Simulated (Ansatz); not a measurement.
# TlS4Br (built on the sites of a database entry of TlClO4): following an unstable mode

Wanted: the energy along a soft mode of TlS4Br (built on the sites of a database entry of TlClO4) and the structure at the end.

Calculated with Ansatz 0.2.0; DFT PBEsol, scalar-relativistic, plane waves, PAW.

The structure was built from a prototype and need not be the compound's stable phase.

**1. The structure**

It takes space group F-43m (No. 216, cubic). Conventional cell: a = 9.357 Å, b = 9.357 Å, c = 9.357 Å, α = 90.00°, β = 90.00°, γ = 90.00°. Nearest to Tl lie 12 S at 3.82 Å. Br has 4 S at 2.52 Å nearest. S has 3 S at 2.51 Å and 1 Br at 2.52 Å nearest. Farther neighbours and most contacts between anions are not listed.

**2. Response at finite wavevector**

The cell comes from relaxations at this level that are not shown. Stability and thermal properties need the whole zone. Linear response on a 2×2×2 q mesh gives force constants as far as a supercell of that size would.

Contents of input.yaml:

```yaml
crystal:
  lattice:
    - [0.0, 4.6786404278, 4.6786404278]
    - [4.6786404278, 0.0, 4.6786404278]
    - [4.6786404278, 4.6786404278, 0.0]
  atoms:
    - { symbol: Tl, position: [0.5, 0.5, 0.5] }
    - { symbol: Br, position: [0.0, 0.0, 0.0] }
    - { symbol: S, position: [0.1552696917, 0.1552696917, 0.1552696917] }
    - { symbol: S, position: [0.5341909248, 0.1552696917, 0.1552696917] }
    - { symbol: S, position: [0.1552696917, 0.1552696917, 0.5341909248] }
    - { symbol: S, position: [0.1552696917, 0.5341909248, 0.1552696917] }
kpoints:
  mp_grid: { grid: [8, 8, 8] }
hamiltonian:
  xc: pbesol
scf:
  occupations: { method: methfessel_paxton, width: 0.2 }
output:
  eigenvalues: true
phonons:
  method: dfpt
  qmesh: [2, 2, 2]
  temperatures: { t_max: 1000, t_step: 50 }
  qpath:
    path:
      - [[0.0, 0.0, 0.0], [-0.5, -0.5, 0.0], [-0.375, -0.375, 0.25]]
      - [[-0.375, 0.0, 0.375], [0.0, 0.0, 0.0], [0.0, 0.0, 0.5], [-0.5, -0.25, 0.25], [-0.5, -0.5, 0.0]]
    npoints: 10
```

The run is started by

```console
ansatz run input.yaml --threads 8 --pin off --max-ram 14336MiB --backend cpu --events-out ev --progress --plain --runs-dir out
```

Numbers of over 12 decimals in the logs are rounded to 6 here.

What it wrote:

```text
Warning: phonons: the dynamical matrix that this run interpolates holds no multipole term above the dipole-dipole one, and a site of this crystal is no centre of inversion, so its interpolated transverse optical and acoustic branches and sound speeds can stay off near Gamma, and the density of states and the thermodynamics with them. What a run solves at a wave vector of phonons.qpoints, Gamma apart, where the deck admits one, is free of this, and under fd what a larger phonons.supercell samples
Engine: ansatz 0.2.0, x86_64-unknown-linux-gnu
Pseudopotentials: kind: paw
Pseudopotential: Tl, paw, valence charge 13, recommended cutoff 420 eV (normal), Tl.paw.azcp
Pseudopotential: Br, paw, valence charge 7, recommended cutoff 420 eV (normal), Br.paw.azcp
Pseudopotential: S, paw, valence charge 6, recommended cutoff 420 eV (normal), S.paw.azcp
Functional definition: PBEsol
  exchange = pbesol_x
  correlation = pbesol_c
Crystal: 6 atoms, lattice volume = 204.828 Å³
Basis set: ecut = 420 eV, 4015 PW (Γ), exchange–correlation on 90×90×90 points (8 copies of the dense FFT grid, shifted against one another)
Bands: 28, of which v1, the nominal top of the filled ones, is band 22 counted from 1 (21 counted from 0)
Symmetry: 24 space group operations
k-points: 29 of 512 (time reversal used)
Non-local potential: Tl, projectors of the file, l = 0: 2, l = 1: 2, l = 2: 2, l = 3: 1
Non-local potential: Br, projectors of the file, l = 0: 2, l = 1: 2, l = 2: 2
Non-local potential: S, projectors of the file, l = 0: 2, l = 1: 2, l = 2: 2
PAW form: soft (Blöchl's): semilocal exchange-correlation on the pseudo side does not see the compensation charge
PAW frozen core: Tl, regenerated for the run's functional, and the local potential with it (the file was generated under x = pbe(κ = 0.804, μ = 0.219515), c = pbe(β = 0.066725))
PAW frozen core: Br, regenerated for the run's functional, and the local potential with it (the file was generated under x = pbe(κ = 0.804, μ = 0.219515), c = pbe(β = 0.066725))
PAW frozen core: S, regenerated for the run's functional, and the local potential with it (the file was generated under x = pbe(κ = 0.804, μ = 0.219515), c = pbe(β = 0.066725))
PAW one-centre angular grid: Tl, 590 points (default); XC on 64 Gauss nodes
PAW one-centre angular grid: Br, 110 points (default); XC on 64 Gauss nodes
PAW one-centre angular grid: S, 110 points (default); XC on 64 Gauss nodes
Initial density: superposition of atomic densities (neutral atoms: chi_scale 0, normalization atom), corrected by the library's trained network
Initial wavefunctions: pseudopotential atomic-orbital guess
Functional: x = pbesol(κ = 0.804, μ = 0.123457), c = pbesol(β = 0.046)
SCF iter   1: F=—  HF=-17567.354344 eV  |F-HF|=—  |Δ(HF+E_count)|=         —  Δρ=3.03e-3  dr2=2.03e-2  ethr=1.77e-3  ⟨swp⟩=6.8  Hψ=3607  notcnv=0
preconditioner: auto → LDOS  [metal: Δε(μ)=0.013 eV  Ē_g=9.262 eV  σ=0.200 eV  W_gap=0.06  n_scr=26 (ndim 8)  ℏωp=17.2 eV  f_vac=0.184  D(μ)=9.75/eV (n_scr^D=88)  β→1.0]
SCF iter   2: F=—  HF=-17567.362818 eV  |F-HF|=—  |Δ(HF+E_count)|=   8.47e-3  S|Δr|=    0.00e0  Δρ=1.47e-3  dr2=1.02e-2  ethr=4.60e-5  ⟨swp⟩=2.0  Hψ=1605  notcnv=0
SCF iter   3: F=—  HF=-17567.362063 eV  |F-HF|=—  |Δ(HF+E_count)|=   7.54e-4  S|Δr|=    0.00e0  Δρ=1.04e-3  dr2=2.92e-3  ethr=2.31e-5  ⟨swp⟩=2.6  Hψ=1562  notcnv=0
SCF iter   4: F=—  HF=-17567.361492 eV  |F-HF|=—  |Δ(HF+E_count)|=   5.72e-4  S|Δr|=    0.00e0  Δρ=2.88e-4  dr2=2.36e-4  ethr=6.64e-6  ⟨swp⟩=2.0  Hψ=1162  notcnv=0
SCF iter   5: F=—  HF=-17567.361457 eV  |F-HF|=—  |Δ(HF+E_count)|=   3.52e-5  S|Δr|=    0.00e0  Δρ=8.38e-5  dr2=2.04e-5  ethr=5.37e-7  ⟨swp⟩=2.7  Hψ=1532  notcnv=0
SCF iter   6: F=—  HF=-17567.361453 eV  |F-HF|=—  |Δ(HF+E_count)|=   3.82e-6  S|Δr|=    0.00e0  Δρ=2.22e-5  dr2=1.43e-6  ethr=4.63e-8  ⟨swp⟩=2.0  Hψ=1326  notcnv=0
SCF iter   7: F=—  HF=-17567.361377 eV  |F-HF|=—  |Δ(HF+E_count)|=   7.62e-5  S|Δr|=    0.00e0  Δρ=6.18e-6  dr2=1.33e-7  ethr=3.25e-9  ⟨swp⟩=2.8  Hψ=1589  notcnv=0
SCF iter   8: F=—  HF=-17567.361377 eV  |F-HF|=—  |Δ(HF+E_count)|=   1.73e-8  S|Δr|=    0.00e0  Δρ=1.07e-6  dr2=3.67e-9  ethr=3.02e-10  ⟨swp⟩=2.3  Hψ=1331  notcnv=0
SCF iter   9: F=—  HF=-17567.361377 eV  |F-HF|=—  |Δ(HF+E_count)|=   2.11e-9  S|Δr|=    0.00e0  Δρ=2.37e-7  dr2=1.41e-10  ethr=8.34e-12  ⟨swp⟩=2.0  Hψ=1349  notcnv=0
SCF iter  10: F=-17567.361377 eV  HF=-17567.361377 eV  |F-HF|=7.28e-12  |Δ(HF+E_count)|=  1.71e-10  S|Δr|=    0.00e0  Δρ=4.63e-8  dr2=5.07e-12  ethr=1.00e-12  ⟨swp⟩=5.6  Hψ=4727  notcnv=0
SCF 1 converged in 10 iterations: F = -17567.361377 eV  dr2 = 5.07e-12
  greatest PAW one-centre occupation: 0.967 electrons in one spin orbital (limit 2), on the Tl atom at site 0 (counted from 0), in its partial waves of l = 2
Initial density: read from a saved state, or passed on in memory by an earlier SCF of this step, an earlier step, the calling program or the single point that the run made first
iter 1 solved again at ethr=1.44e-7 eV; its pass at ethr=3.10e-3 eV (dr2=6.35e-5 eV) is discarded
SCF iter   1: F=—  HF=-17567.361450 eV  |F-HF|=—  |Δ(HF+E_count)|=         —  Δρ=5.93e-7  dr2=6.22e-10  ethr=1.44e-7  ⟨swp⟩=4.0  Hψ=6802  notcnv=0
eigensolver tolerance schedule: the retry pair's looser diagonalisation over-reported the residual by 102001.22 of it (diagonalisation noise at an unbounded share of the residual, at the tolerance the schedule requests for it); recorded, not acted on — ethr = c·dr2/N_el stays at c = 1.0e-1
preconditioner: auto → LDOS  [metal: Δε(μ)=0.014 eV  Ē_g=9.274 eV  σ=0.200 eV  W_gap=0.06  n_scr=26 (ndim 8)  ℏωp=17.2 eV  f_vac=0.182  D(μ)=9.78/eV (n_scr^D=88)  β→1.0]
SCF iter   2: F=—  HF=-17567.361377 eV  |F-HF|=—  |Δ(HF+E_count)|=   7.38e-5  S|Δr|=    0.00e0  Δρ=7.84e-7  dr2=1.47e-9  ethr=1.41e-12  ⟨swp⟩=4.2  Hψ=2760  notcnv=0
SCF iter   3: F=—  HF=-17567.361377 eV  |F-HF|=—  |Δ(HF+E_count)|=  3.35e-10  S|Δr|=    0.00e0  Δρ=3.40e-7  dr2=1.61e-10  ethr=1.41e-12  ⟨swp⟩=2.4  Hψ=1364  notcnv=0
SCF iter   4: F=—  HF=-17567.361377 eV  |F-HF|=—  |Δ(HF+E_count)|=  1.46e-11  S|Δr|=    0.00e0  Δρ=2.47e-7  dr2=1.07e-10  ethr=1.00e-12  ⟨swp⟩=1.0  Hψ=812  notcnv=0
SCF iter   5: F=—  HF=-17567.361377 eV  |F-HF|=—  |Δ(HF+E_count)|=  1.09e-11  S|Δr|=    0.00e0  Δρ=9.40e-8  dr2=1.59e-11  ethr=1.00e-12  ⟨swp⟩=1.0  Hψ=812  notcnv=0
SCF iter   6: F=-17567.361377 eV  HF=-17567.361377 eV  |F-HF|=1.09e-11  |Δ(HF+E_count)|=  3.64e-12  S|Δr|=    0.00e0  Δρ=5.92e-8  dr2=6.31e-12  ethr=1.00e-12  ⟨swp⟩=3.0  Hψ=1948  notcnv=0
SCF 2 converged in 6 iterations: F = -17567.361377 eV  dr2 = 6.31e-12
phonons: the bands overlap, so this run is a metal and interpolates without the dipole-dipole term. If the crystal is really an insulator or semiconductor, its LO-TO splitting is missing
NSCF: frozen V_eff on 29 k-points
WARN: eigensolver did not converge in 11 slots of this pass, the one above among them; of largest residual over every band (k=24): 1 band(s) unlocked (lowest unlocked band 27, counted from 0; max residual 8.24e-5 eV among the unlocked bands, 8.24e-5 eV over every band); of lowest unlocked band (k=6): band 27
NSCF: frozen V_eff on 150 k-points
DFPT response loops at q = (0, 0, 0) (fractional): preconditioner auto → none (partly filled bands, converged f_vac=0.182); β = 0.50; Broyden in place of MSR1
NSCF: frozen V_eff on 520 k-points
DFPT response loops at q = (0, 0, -0.5) (fractional): mixed as the last ones told, above
NSCF: frozen V_eff on 520 k-points
DFPT response loops at q = (0, -0.5, -0.5) (fractional): mixed as the last ones told, above
SCF converged after 10 iterations
Stability not checked: this state was not tested for a lower state beside it, because cold or Methfessel-Paxton smearing, or corrected tetrahedra, fill the levels in a way that the test cannot read (fill_not_monotonic; see scf.lower_state_search)
Free energy (F): -17567.361377 eV
Harris-Foulkes:  -17567.361377 eV  (|F-HF|=7.28e-12)
Internal energy: -17567.342038 eV  (E = F + TS)
E sigma→0 (E₀):  -17567.356542 eV
Entropy (-TS):   -0.019338 eV (-3.223 meV/atom)
Fermi energy:    3.190244 eV
--- Per-component energies (eV) ---
  E_band       = -196.898981
  E_kinetic    = 879.589130
  E_local      = -2480.306516  (includes V_loc(G=0)·N_el)
  E_nonlocal   = 509.096502
  E_hartree    = 891.160307
  E_xc         = -867.427895
  E_vxc        = -585.410726  (∫ρ·V_xc dr)
  E_paw        = -14554.833984  (= ΣΔE_a)
  E_vpaw       = -302.187989  (= ΣTr[D̂ρ^β])
  E_aug_tail   = 0.000040  (compensation charges beyond the density's cutoff)
  E_ewald      = -1944.997955
  E_core_change = 0.378333  (= ΣΔE_core)
  E_smearing   = -0.019338  (= −TS)
  E_closure    = -0.000000  (closes the sum)
  Σ components = -17567.361377   (vs F -17567.361377, Δ=0.00e0)
--- Band table (eV; the first three rows and the last of 29) ---
  k-point 0: bands = [... 18 lower, 1.2104, 1.2104, 3.4012, 3.4012, 3.4012, 4.1034, 4.1034, 4.1034, ... 2 higher]
  k-point 1: bands = [... 18 lower, 1.1330, 1.2123, 3.2676, 3.2676, 3.4028, 4.1527, 4.2490, 4.2490, ... 2 higher]
  k-point 2: bands = [... 18 lower, 0.9113, 1.1326, 3.1094, 3.1094, 3.4066, 4.2907, 4.4429, 4.4429, ... 2 higher]
  k-point 28: bands = [... 18 lower, 0.6708, 1.3393, 2.6616, 2.8997, 3.3676, 3.8503, 4.9422, 5.5500, ... 2 higher]
--- Phonons (Γ-DFPT): 3 representative perturbations + reference (Σ response iterations 9) ---
  ASR residual: 6.323e-5 → 0.000e0 eV/Å²; symmetrization residual: 1.174e-5 eV/Å²
  ASR residual per site (eV/Å²): 9.94e-6 6.32e-5 3.65e-5 3.65e-5 3.65e-5 3.65e-5
  Γ frequencies (cm⁻¹): -306.39 -306.39 -306.39 -233.36 -233.36 -93.41 -93.41 -93.41 -44.66 -44.66 -44.66 0.00 0.00 0.00 117.51 117.51 117.51 320.13
--- Phonons (arbitrary-q DFPT): 3 irreducible q on the 2×2×2 mesh ---
  q = [0.0000, 0.0000, 0.0000] (star 1, of the zone-centre solve; hermiticity 7.89e-6, symmetrization 1.01e-11): -306.39 -306.39 -306.39 -233.36 -233.36 -93.41 -93.41 -93.41 -44.66 -44.66 -44.66 -0.00 -0.00 0.00 117.51 117.51 117.51 320.13
  q = [0.0000, 0.0000, -0.5000] (star 4, 5 solved perturbations in 860 linear systems a pass and spin channel, the states on 260 of 512 k-point pairs; hermiticity 3.36e-6, symmetrization 7.12e-12): -314.24 -300.76 -300.76 -211.88 -211.88 -160.46 -160.46 -96.45 -42.47 -42.47 -36.08 -9.89 -9.89 51.76 119.03 119.03 123.23 306.95
  q = [0.0000, -0.5000, -0.5000] (star 3, 6 solved perturbations in 718 linear systems a pass and spin channel, the states on 260 of 512 k-point pairs; hermiticity 5.66e-6, symmetrization 4.08e-12): -309.84 -309.84 -292.75 -221.84 -177.04 -166.08 -149.89 -149.89 -39.74 -39.74 -35.25 -9.05 -9.05 79.34 104.92 126.74 126.74 303.85
  sum rule: each row above includes the acoustic sum rule's correction from the zone centre's row sums; it moved no ω² by more than (0.56 cm⁻¹)²
  mesh force constants: q→R imaginary residual 2.46e-17; ASR residual 6.323e-5 → 0.000e0 eV/Å²; symmetrization residual 4.441e-15 eV/Å²
  interpolated dispersion: 62 rows × 18 modes
  density of states and harmonic sums: on the 12×12×12 q-mesh, interpolated from the force constants of a 2×2×2 supercell (no non-analytic term)
  largest difference from the sums on the solved wave vectors: F 9.40e-2 eV, S 1.14e-4 and C_V 2.34e-5 eV/K
  zero-point energy: 0.044680 eV/cell   skipped modes (ω ≤ 0): 925, of them read as no rigid motion or as one in doubt: 922 (1.289e1 modes/cell left out, lowest -314.24 cm⁻¹)   left out of the sums: 7.16e-1 of the cell's modes: C_V's classical limit lies that fraction below 3 k_B per atom; for a crystal, a wire or a layer, F and S can be off by more, and a phonons.interpolated_qmesh denser along its periods is the remedy for the sampling
```

Elapsed: 1.9 min, on 8 threads of Intel Xeon Platinum 8488C (Sapphire Rapids), shared host; peak memory 3.5 GiB.

The column dr2 measures how far the density is from self-consistency, as an energy; F and HF (Harris–Foulkes) agree once it is small.

This step gave:

- volume per atom: 34.14 Å³
- gap on the k-mesh: 0 eV
- sum-rule residual before enforcement: 6.32e-5 eV/Å²
- lowest frequency on the path: -314.2 cm⁻¹
- point group: -43m
- highest frequency on the path or at a solved wavevector: 320.1 cm⁻¹
- highest optical mode at the zone centre (no LO-TO term): 320.1 cm⁻¹
- lowest optical zone-centre mode: -306.4 cm⁻¹
- lowest mode on the q mesh (acoustic modes at Γ apart): -314.2 cm⁻¹

Frequencies (cm⁻¹) solved at each irreducible wavevector; negative means imaginary. Frequencies by wavevector, by row:

```
q in reciprocal lattice units  star  mode 1  mode 2  mode 3  mode 4  mode 16  mode 17  mode 18
                        0 0 0     1  -306.4  -306.4  -306.4  -233.4    117.5    117.5    320.1
                     0 0 -0.5     4  -314.2  -300.8  -300.8  -211.9      119    123.2    306.9
                  0 -0.5 -0.5     3  -309.8  -309.8  -292.8  -221.8    126.7    126.7    303.9
```

Interpolated from a 2×2×2 q mesh. The phonon branches at the labelled points (cm⁻¹):

```csv
point,branch 1,branch 2,branch 3,branch 4,branch 15,branch 16,branch 17,branch 18
Γ,-306,-306,-306,-233,118,118,118,320
halfway,-308,-308,-300,-228,113,122,122,312
X,-310,-310,-293,-222,105,127,127,304
halfway,-310,-309,-294,-220,100,126,132,304
U,-310,-306,-297,-215,96,125,138,304
jump to K,-310,-306,-297,-215,96,125,138,304
halfway,-309,-306,-301,-223,111,120,127,312
Γ,-306,-306,-306,-233,118,118,118,320
halfway,-310,-304,-304,-225,119,119,119,314
L,-314,-301,-301,-212,119,119,123,307
halfway,-312,-303,-300,-212,101,123,136,305
W,-309,-306,-298,-213,88,132,136,303
halfway,-310,-308,-295,-218,96,130,132,304
X,-310,-310,-293,-222,105,127,127,304
```

Symmetry leaves 3 wavevectors to solve. The lowest mode among them, the acoustic zeros apart, lies at q = (0, 0, -0.5) and is imaginary, 314.2i cm⁻¹, so the energy falls along it.

**3. The mode frozen in, largest atomic shift 0 Å**

The mode followed lies at q = (0, -0.5, -0.5) with frequency 309.8i cm⁻¹ and is 2-fold degenerate, one of the unstable modes though not the softest. At small amplitude the distorted cell has space group no. 20 by a symmetry search on the positions. The undistorted cell that holds it gives the zero of energy on the same k mesh.

System of this step: TlS4Br (built on the sites of a database entry of TlClO4). It takes space group F-43m (No. 216, cubic). The conventional cell has a = 9.357 Å, b = 9.357 Å, c = 9.357 Å, α = 90.00°, β = 90.00°, γ = 90.00°. Tl has 12 S at 3.82 Å nearest. Nearest to Br lie 4 S at 2.52 Å. Nearest to S lie 3 S at 2.51 Å and 1 Br at 2.52 Å. Farther neighbours and most contacts between anions are not listed.

Contents of input.yaml:

```yaml
crystal:
  lattice:
    - [0.0, -4.6786404278, -4.6786404278]
    - [0.0, 4.6786404278, -4.6786404278]
    - [9.3572808556, 0.0, 0.0]
  atoms:
    - { symbol: Tl, position: [0.5, 0.5, 0.0] }
    - { symbol: Tl, position: [0.0, 0.0, 0.5] }
    - { symbol: Br, position: [0.5, 0.5, 0.5] }
    - { symbol: Br, position: [1.0, 1.0, 0.0] }
    - { symbol: S, position: [0.1894606165, 0.5, 0.6552696917] }
    - { symbol: S, position: [0.6894606165, 0.0, 0.1552696917] }
    - { symbol: S, position: [0.8105393835, 0.5, 0.6552696917] }
    - { symbol: S, position: [0.3105393835, 0.0, 0.1552696917] }
    - { symbol: S, position: [0.0, 0.6894606165, 0.8447303083] }
    - { symbol: S, position: [0.5, 0.1894606165, 0.3447303083] }
    - { symbol: S, position: [0.0, 0.3105393835, 0.8447303083] }
    - { symbol: S, position: [0.5, 0.8105393835, 0.3447303083] }
kpoints:
  mp_grid: { grid: [6, 6, 4] }
hamiltonian:
  xc: pbesol
scf:
  occupations: { method: methfessel_paxton, width: 0.2 }
output:
  forces: true
  stress: true
  eigenvalues: true
```

What it wrote:

```text
[...]
Crystal: 12 atoms, lattice volume = 409.656 Å³
Basis set: ecut = 420 eV, 7999 PW (Γ), exchange–correlation on 90×90×128 points (8 copies of the dense FFT grid, shifted against one another)
Bands: 56, of which v1, the nominal top of the filled ones, is band 44 counted from 1 (43 counted from 0)
Symmetry: 16 space group operations
[...]
k-point 0: bands = [... 40 lower, 2.6347, 3.2016, 3.2016, 3.4007, 3.4009, 3.4009, 3.9696, 4.1032, ... 8 higher]
  k-point 1: bands = [... 40 lower, 2.7467, 3.1945, 3.1945, 3.2852, 3.2872, 3.2872, 3.9821, 4.0803, ... 8 higher]
  k-point 2: bands = [... 40 lower, 3.0141, 3.0141, 3.2008, 3.2008, 3.2008, 3.2008, 4.0266, 4.0266, ... 8 higher]
  k-point 29: bands = [... 40 lower, 2.6615, 2.6615, 2.8994, 2.8994, 3.3673, 3.3673, 3.8501, 3.8501, ... 8 higher]
[key lines of the parts left out:]
SCF converged after 8 iterations
Free energy (F): -35134.722518 eV
Fermi energy:    3.189134 eV
P = ⅓ Tr σ = -0.0051 GPa (-0.051 kbar)
```

Elapsed: 7.4 s, on 8 threads; peak memory 1.5 GiB; 56 s of CPU time.

This step gave:

| Property | Result |
| --- | --- |
| pressure | -0.005111 GPa |
| energy from the undistorted cell | 0 meV/atom |

The run ends at a pressure of -0.01 GPa, with forces up to 0.0038 eV/Å.

**4. The mode frozen in, largest atomic shift 0.22 Å**

The atoms are moved along the unstable eigenvector, the largest shift by 0.22 Å, with the cell fixed.

Contents of input.yaml:

```yaml
crystal:
  lattice:
    - [0.0, -4.6786404278, -4.6786404278]
    - [0.0, 4.6786404278, -4.6786404278]
    - [9.3572808556, 0.0, 0.0]
  atoms:
    - { symbol: Tl, position: [0.4999041822, 0.4999041822, 0.0] }
    - { symbol: Tl, position: [9.58178e-05, 9.58178e-05, 0.5] }
    - { symbol: Br, position: [0.5064470549, 0.5064470549, 0.5] }
    - { symbol: Br, position: [0.9935529451, 0.9935529451, 0.0] }
    - { symbol: S, position: [0.174053775, 0.4841622046, 0.6728386624] }
    - { symbol: S, position: [0.7048674581, 0.0158377954, 0.1377007211] }
    - { symbol: S, position: [0.7951325419, 0.4841622046, 0.6377007211] }
    - { symbol: S, position: [0.325946225, 0.0158377954, 0.1728386624] }
    - { symbol: S, position: [0.0158377954, 0.7048674581, 0.8622992789] }
    - { symbol: S, position: [0.4841622046, 0.174053775, 0.3271613376] }
    - { symbol: S, position: [0.0158377954, 0.325946225, 0.8271613376] }
    - { symbol: S, position: [0.4841622046, 0.7951325419, 0.3622992789] }
kpoints:
  mp_grid: { grid: [6, 6, 4] }
hamiltonian:
  xc: pbesol
scf:
  occupations: { method: methfessel_paxton, width: 0.2 }
output:
  forces: true
  stress: true
  eigenvalues: true
```

What it wrote:

```text
[...]
Crystal: 12 atoms, lattice volume = 409.656 Å³
Basis set: ecut = 420 eV, 7999 PW (Γ), exchange–correlation on 90×90×128 points (8 copies of the dense FFT grid, shifted against one another)
Bands: 56, of which v1, the nominal top of the filled ones, is band 44 counted from 1 (43 counted from 0)
Symmetry: 4 space group operations
[...]
k-point 0: bands = [... 40 lower, 2.2392, 2.9909, 3.2559, 3.2874, 3.4825, 3.5164, 4.1996, 4.5727, ... 8 higher]
  k-point 1: bands = [... 40 lower, 2.3954, 2.9062, 3.2442, 3.2813, 3.3986, 3.4202, 4.3651, 4.6080, ... 8 higher]
  k-point 2: bands = [... 40 lower, 2.6713, 2.6713, 3.2485, 3.2485, 3.3448, 3.3448, 4.5785, 4.5785, ... 8 higher]
  k-point 38: bands = [... 40 lower, 2.7177, 2.7177, 2.8563, 2.8563, 3.1887, 3.1887, 4.3982, 4.3982, ... 8 higher]
[key lines of the parts left out:]
SCF converged after 10 iterations
Free energy (F): -35136.172850 eV
Fermi energy:    3.250412 eV
P = ⅓ Tr σ = 1.4189 GPa (14.189 kbar)
```

Run time: 12 s. Hardware: 8 threads; peak memory 1.6 GiB; 90 s of CPU time.

This step gave:

```
pressure                         : 1.419 GPa
energy from the undistorted cell : -121.2 meV/atom
```

The energy, extrapolated to zero smearing, is -121.19 meV/atom against the undistorted cell.

The run ends at a pressure of 1.42 GPa, with forces up to 0.89 eV/Å.

(Continued in part 2 of 3.)

[Logs are printed without paths, hosts, clocks, repeated set-up lines and the standing remarks that a program may print on its own settings, such as how far it seeks lower states.]

[Hosts, paths, dates, database ids (printed as entryN), source tags and the programs' standing remarks are cut or masked in the printed files.]
